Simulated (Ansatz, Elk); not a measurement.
## Optical response of Ag2IBr (model structure)

Aim: the dielectric function of Ag2IBr (model structure), and the optical constants that follow from it. The structure is a model built here, which may or may not match a known phase. It was built so: 1 of the 2 Br atoms of the cell replaced by I in the P2_1/m structure of AgBr. The cell is first relaxed with Ansatz.

Main program and level: Elk 11.2.3 (patched build); DFT, PBE, all-electron APW+lo, Dirac cores, scalar-relativistic bands, independent-particle optical response without local fields.

Report form: the programs' logs are mostly left out.

### 1. Starting point

It takes space group Pm (No. 6, monoclinic). The conventional cell has a = 4.245 Å, b = 4.289 Å, c = 6.034 Å, α = 90.00°, β = 91.15°, γ = 90.00°. I has 6 Ag at 2.98 to 3.06 Å nearest. Nearest to Ag lie 4 I at 2.98 to 3.06 Å and 2 Br at 3.01 to 3.05 Å. Nearest to Ag lie 4 Br at 2.98 to 3.06 Å and 2 I at 3.01 to 3.05 Å. Nearest to Br lie 6 Ag at 2.98 to 3.06 Å. 1 of the 2 Br atoms of the cell replaced by I in the P2_1/m structure of AgBr. Farther neighbours and most contacts between anions are not listed.

### 2. Relaxation

Spectra hang on bond lengths, so the cell is first brought to its minimum.

This step: DFT, PBE, plane-wave PAW, default files, scalar-relativistic, relaxation (Ansatz 0.2.0).

The input, input.yaml:

```yaml
crystal:
  lattice:
    - [4.24483432, 0.0, 0.0]
    - [0.0, 4.28875716, 0.0]
    - [-0.12094316, 0.0, 6.03318861]
  atoms:
    - { symbol: I, position: [0.723132, 0.75, 0.255405] }
    - { symbol: Ag, position: [0.208525, 0.25, 0.239883] }
    - { symbol: Ag, position: [0.791475, 0.75, 0.760117] }
    - { symbol: Br, position: [0.276868, 0.25, 0.744595] }
kpoints:
  mp_grid: { grid: [5, 5, 4] }
scf:
  occupations: { method: fermi_dirac, width: 0.05 }
hamiltonian:
  xc: pbe
output:
  forces: true
  stress: true
relax:
  f_tol: 0.02
  max_steps: 50
  cell: {}
```

Run with:

```console
$ ansatz run input.yaml --threads 4 --pin off --max-ram 8192MiB --backend cpu --events-out ev --progress --plain --runs-dir out
```

Wall time 15 s (4 threads of Arm Neoverse V2, shared host); peak memory 0.47 GiB.

Step by step:

```tsv
step	energy less that of the first step (eV)	largest force component (eV/Å)	pressure (GPa)	volume (Å³)
1	0.0000	0.0966	-0.46	109.83
2	-0.0157	0.0713	-0.02	108.78
3	-0.0217	0.0089	-0.05	108.76
4	-0.0223	0.0022	0.03	108.55
5	-0.0224	0.0011	0.00	108.65
6*	-0.0221	0.0011	0.00	108.65
```

Relaxation steps marked * repeat the geometry before them on a plane-wave basis chosen anew for their cell, so energy and pressure can jump there.

Forces are held to the 2 operations that the run works with; a distortion that breaks them can't arise in this run.

```tsv
cell as run	before	after	change
a (Å)	4.245	4.277	+0.8 %
b (Å)	4.289	4.279	-0.2 %
c (Å)	6.034	5.937	-1.6 %
β (°)	91.15	90.00	-1.3 %
volume (Å³/atom)	27.46	27.16	-1.1 %
```

The atoms that moved most (Å, as changes of fractional coordinates times the final cell):

```tsv
atom	dx	dy	dz	length
Ag2	0.173	0.000	0.062	0.184
Ag3	-0.168	0.000	-0.062	0.179
Br4	-0.116	0.000	0.031	0.120
I1	0.111	0.000	-0.031	0.115
```

Final coordinates:

```xyz
4
Lattice="4.2765 0.0000 0.0434 0.0000 4.2790 0.0000 -0.0602 0.0000 5.9368" Properties=species:S:1:pos:R:3 pbc="T T T"
I     3.1880    3.2092    1.5167
Ag    1.0502    1.0697    1.4950
Ag    3.1714    3.2092    4.4852
Br    1.0229    1.0697    4.4634
```

The relaxation ends with a largest force component of 0.0011 eV/Å and a pressure of 0.00 GPa.

### 3. Ground state

First the ground state: is it a metal or has it a gap?

This step: DFT, PBE, all-electron APW+lo, Dirac cores, scalar-relativistic bands, ground state (Elk 11.2.3 (patched build)).

The input, elk.in:

```
tasks
  0
  120

xctype
  20

nempty
  14

lorbcnd
  .true.

rgkmax
  7.0

swidth
  0.0018375

maxscl
  100

epsengy
  1e-05

sppath
  './'

avec
  8.081330535311 0.000000000000 0.081953262564
  0.000000000000 8.086070554698 0.000000000000
  -0.113770931459 0.000000000000 11.218839539244

atoms
  3
  'I.in'
  1
  0.748991579300 0.750000000000 0.250000000000   0.000 0.000 0.000
  'Ag.in'
  2
  0.249101103600 0.250000000000 0.250000000000   0.000 0.000 0.000
  0.752160786000 0.750000000000 0.750000000000   0.000 0.000 0.000
  'Br.in'
  1
  0.249746531100 0.250000000000 0.750000000000   0.000 0.000 0.000

ngridk
  7 7 6
```

Run with:

```console
$ OMP_NUM_THREADS=4 elk
```

It took 1.9 min on 4 threads; peak memory 0.32 GiB.

This step gave:

```
total energy           : -20360 Ha
Fermi energy           : 3.685 eV
DOS at the Fermi level : 0.001890 states/eV/cell
gap on the k-mesh      : 0.6120 eV
direct gap on the mesh : 2.239 eV
```

There is a gap, 0.61 eV on this mesh (points off the mesh can give less), so no carriers' term is needed.

### 4. Independent particles

The spectrum is a sum over vertical transitions between filled and empty bands at the fixed density, so many empty bands are needed.

This step: DFT, PBE, all-electron APW+lo, Dirac cores, scalar-relativistic bands, independent-particle optical response without local fields (Elk 11.2.3 (patched build)).

elk.in: that of step 3 with these lines changed.

```diff
@@ -1,4 +1,8 @@
 tasks
-  0
-  120
+  121
+
+optcomp
+  1 1
+  2 2
+  3 3
 
@@ -17,9 +21,7 @@
 swidth
-  0.0018375
+  0.0036749
 
-maxscl
-  100
-
-epsengy
-  1e-05
+wplot
+  400 100 0
+  0.0 0.80849
```

Run with:

```console
$ OMP_NUM_THREADS=4 elk
```

It took 5.6 s on 4 threads; peak memory 0.06 GiB; 23 s of CPU time.

Numbers from this step:

| Property | Result |
| --- | --- |
| electronic dielectric constant ε∞, mean over x, y and z (by symmetry where fewer were run) | 6.930 |
| main peak of Im epsilon, first axis | 4.183 eV |

The Im ε has structure finer than the step of the table below, so its rows give means over 1 eV, whole bins alone (the curve runs from 0 to 21.9 eV). Peaks (eV: height): E ∥ x or y 4.2: 16.1; E ∥ z 3.9: 15.8, 6.3: 5.30, 7.3: 5.95.

Values under the direct gap are tails of Lorentzian lines. The Im ε by photon energy; means over each step:

```tsv
photon energy (eV)	E ∥ x or y	E ∥ z
1	0.0704	0.0694
2	0.492	0.434
3	3.39	3.25
4	12.6	12.9
5	5.65	6.30
6	4.71	4.49
7	4.04	4.08
8	4.12	4.34
9	3.60	3.73
10	3.13	3.02
11	2.10	2.06
12	1.26	1.23
13	0.980	0.964
14	0.983	0.937
15	1.00	1.01
16	0.953	0.911
17	0.931	0.894
18	0.857	0.790
19	0.622	0.630
20	0.521	0.548
21	0.489	0.483
```

Table of Re ε by photon energy:

```tsv
photon energy (eV)	E ∥ x or y	E ∥ z
0.0	6.90	6.98
0.5	6.97	7.05
1.0	7.21	7.29
1.5	7.67	7.74
2.0	8.62	8.64
2.5	9.61	9.74
3.0	11.5	11.3
3.5	15.0	14.7
4.0	6.73	4.87
4.5	-1.69	-1.79
5.0	0.847	0.0919
5.5	1.48	1.21
6.0	0.508	1.10
6.5	1.18	0.00543
7.0	1.03	2.26
7.5	0.883	0.360
8.0	0.957	0.811
8.5	0.154	0.137
9.0	0.0145	-0.784
9.5	-0.357	-0.328
10.0	-0.525	-0.764
10.5	-0.763	-0.991
11.0	-1.05	-0.726
11.5	-0.704	-0.862
12.0	-0.606	-0.797
12.5	-0.281	-0.237
13.0	-0.0551	0.0653
13.5	0.0609	-0.0127
14.0	0.289	0.155
14.5	0.230	0.298
15.0	0.216	0.266
15.5	0.284	0.184
16.0	0.356	0.299
16.5	0.342	0.341
17.0	0.175	0.208
17.5	0.289	0.291
18.0	0.283	0.281
18.5	0.116	0.237
19.0	0.216	0.230
19.5	0.281	0.350
20.0	0.331	0.292
20.5	0.370	0.375
21.0	0.344	0.367
21.5	0.399	0.383
```

The reflectivity at normal incidence has structure finer than the step of the table below, so its rows give means over 0.5 eV, whole bins alone (the curve runs from 0 to 21.9 eV). Peaks (eV: height): E ∥ x or y 4.29: 49.7, 8.80: 29.7, 11.17: 37.9; E ∥ z 4.51: 48.4, 5.23: 37.6, 5.83: 31.6, 7.37: 30.2, 8.69: 34.3, 10.78: 35.9, 12.10: 36.5.

The reflectivity at normal incidence by photon energy; means over each step:

```tsv
photon energy (eV)	E ∥ x or y (%)	E ∥ z (%)
0.5	20.3	20.5
1.0	20.9	21.1
1.5	22.1	22.3
2.0	24.2	24.3
2.5	26.6	27.2
3.0	31.2	30.9
3.5	37.9	37.6
4.0	42.8	43.3
4.5	43.2	45.2
5.0	30.1	35.2
5.5	26.8	28.2
6.0	27.6	24.4
6.5	23.1	24.0
7.0	22.4	20.0
7.5	24.1	28.3
8.0	25.2	25.4
8.5	27.0	29.5
9.0	26.2	30.9
9.5	27.6	28.1
10.0	29.8	31.5
10.5	32.6	33.0
11.0	35.2	33.4
11.5	33.2	34.2
12.0	31.7	35.3
12.5	25.2	27.4
13.0	18.4	16.9
13.5	15.1	16.3
14.0	11.6	13.5
14.5	12.1	11.1
15.0	12.4	12.4
15.5	11.0	12.2
16.0	9.93	10.2
16.5	10.7	11.0
17.0	12.4	12.5
17.5	10.8	11.0
18.0	11.7	11.2
18.5	13.6	11.4
19.0	11.6	11.0
19.5	9.73	8.62
20.0	7.96	8.76
20.5	7.01	7.44
21.0	7.02	6.93
21.5	5.96	6.25
```

The refractive index n and extinction k by photon energy:

```tsv
photon energy (eV)	n, E ∥ x or y	k, E ∥ x or y	n, E ∥ z	k, E ∥ z
0	2.63	0	2.64	0
2	2.94	0.0554	2.94	0.0464
4	3.27	1.99	3.12	2.20
6	1.68	1.52	1.51	1.08
8	1.57	1.22	1.62	1.35
10	1.22	1.42	1.06	1.38
12	0.584	0.973	0.585	1.07
14	0.813	0.610	0.744	0.632
16	0.827	0.573	0.780	0.556
18	0.786	0.579	0.755	0.538
20	0.676	0.355	0.661	0.381
```

The loss function −Im 1/ε at q → 0 has structure finer than the step of the table below, so its rows give means over 0.5 eV, whole bins alone (the curve runs from 0 to 21.9 eV). Peaks (eV: height): E ∥ x or y 13.53: 1.11, 19.31: 1.58, 21.01: 1.37; E ∥ z 6.66: 0.341, 12.87: 1.18, 14.14: 1.13, 15.57: 1.09, 17.16: 1.20, 19.20: 1.50, 19.91: 1.53.

Values under the direct gap are tails of Lorentzian lines. The loss function −Im 1/ε at q → 0 by energy loss; means over each step:

```tsv
energy loss (eV)	E ∥ x or y	E ∥ z
0.5	6.3e-4	6.0e-4
1.0	0.00129	0.00125
1.5	0.00219	0.00208
2.0	0.00551	0.00410
2.5	0.0112	0.0101
3.0	0.0218	0.0234
3.5	0.0336	0.0291
4.0	0.0592	0.0597
4.5	0.119	0.0947
5.0	0.180	0.166
5.5	0.188	0.206
6.0	0.201	0.229
6.5	0.244	0.264
7.0	0.228	0.188
7.5	0.225	0.200
8.0	0.236	0.236
8.5	0.247	0.215
9.0	0.295	0.278
9.5	0.288	0.294
10.0	0.294	0.309
10.5	0.341	0.348
11.0	0.377	0.403
11.5	0.500	0.480
12.0	0.668	0.592
12.5	0.910	0.967
13.0	1.01	1.06
13.5	1.05	1.00
14.0	0.972	1.06
14.5	0.883	0.942
15.0	0.937	0.900
15.5	0.983	1.04
16.0	0.933	0.996
16.5	0.911	0.903
17.0	1.02	1.11
17.5	1.05	1.08
18.0	1.06	1.16
18.5	1.33	1.28
19.0	1.43	1.41
19.5	1.48	1.33
20.0	1.38	1.41
20.5	1.24	1.29
21.0	1.30	1.31
21.5	1.22	1.26
```

At chosen wavelengths:

```tsv
wavelength (nm)	n xy	k xy	R (%) xy	1/α xy	n z	k z	R (%) z	1/α z
633	2.92	0.049	24.0	1.0 µm	2.92	0.043	24.0	1.2 µm
532	3.02	0.146	25.4	290 nm	3.08	0.173	26.1	244 nm
450	3.33	0.232	29.1	154 nm	3.40	0.294	30.1	122 nm
405	3.49	0.486	31.5	66 nm	3.39	0.539	30.7	60 nm
308	3.27	2.027	41.5	12 nm	3.08	2.165	42.2	11 nm
248	1.80	1.552	29.7	13 nm	1.66	1.639	32.0	12 nm
193	1.52	1.203	22.0	13 nm	1.44	1.490	29.6	10 nm
```

Below the direct gap, k and the depth come from the tails of the Lorentzian lines, not from transitions.

Rows near the edge hang on the gap, which this functional as a rule makes too small, and phonon-assisted absorption is left out.

### 5. What came out

```
electronic dielectric constant ε∞, mean over x, y and z (by symmetry where fewer were run) (independent particles) : 6.93
main peak of Im epsilon, first axis                                                                                : 4.18 eV
```

**Reading.** At this level (PBE, independent particles) Ag2IBr has a mean ε∞ = 6.93 and n = 2.66 at 1550 nm (E ∥ x), and Im ε peaks at 4.2 eV (E ∥ x). The cell shrank by 1.1 % in volume. On the mesh the gap is 0.61 eV and the least direct gap 2.24 eV, so on this mesh the band edges lie at different points. Distinct maxima of Im ε, read by a parabola through the highest points, lie at 3.68 eV (13), 4.18 eV (16), 5.94 eV (5.4) and 8.14 eV (4.5) for E ∥ x or y. The static values by axis are 6.90 (xy), 6.98 (z). Excitons and phonon-assisted transitions are missing, and so are local fields; PBE gaps are as a rule too small, which pulls the onset down and ε∞ up. Spin-orbit coupling is left out although heavy atoms are present. The sum runs over mesh points, so small or evenly spaced maxima can still be ripples of the mesh. Besides steps told in other documents, this task had 3 steps that ran out of time; those not told in a step above aren't shown.

[Machine, clock and banner lines and Python warnings are left out of the logs.]

[Logs are printed without paths, hosts, clocks, repeated set-up lines and the standing remarks that a program may print on its own settings, such as how far it seeks lower states.]

[Hosts, paths, dates, database ids (printed as entryN), source tags and the programs' standing remarks are cut or masked in the printed files.]
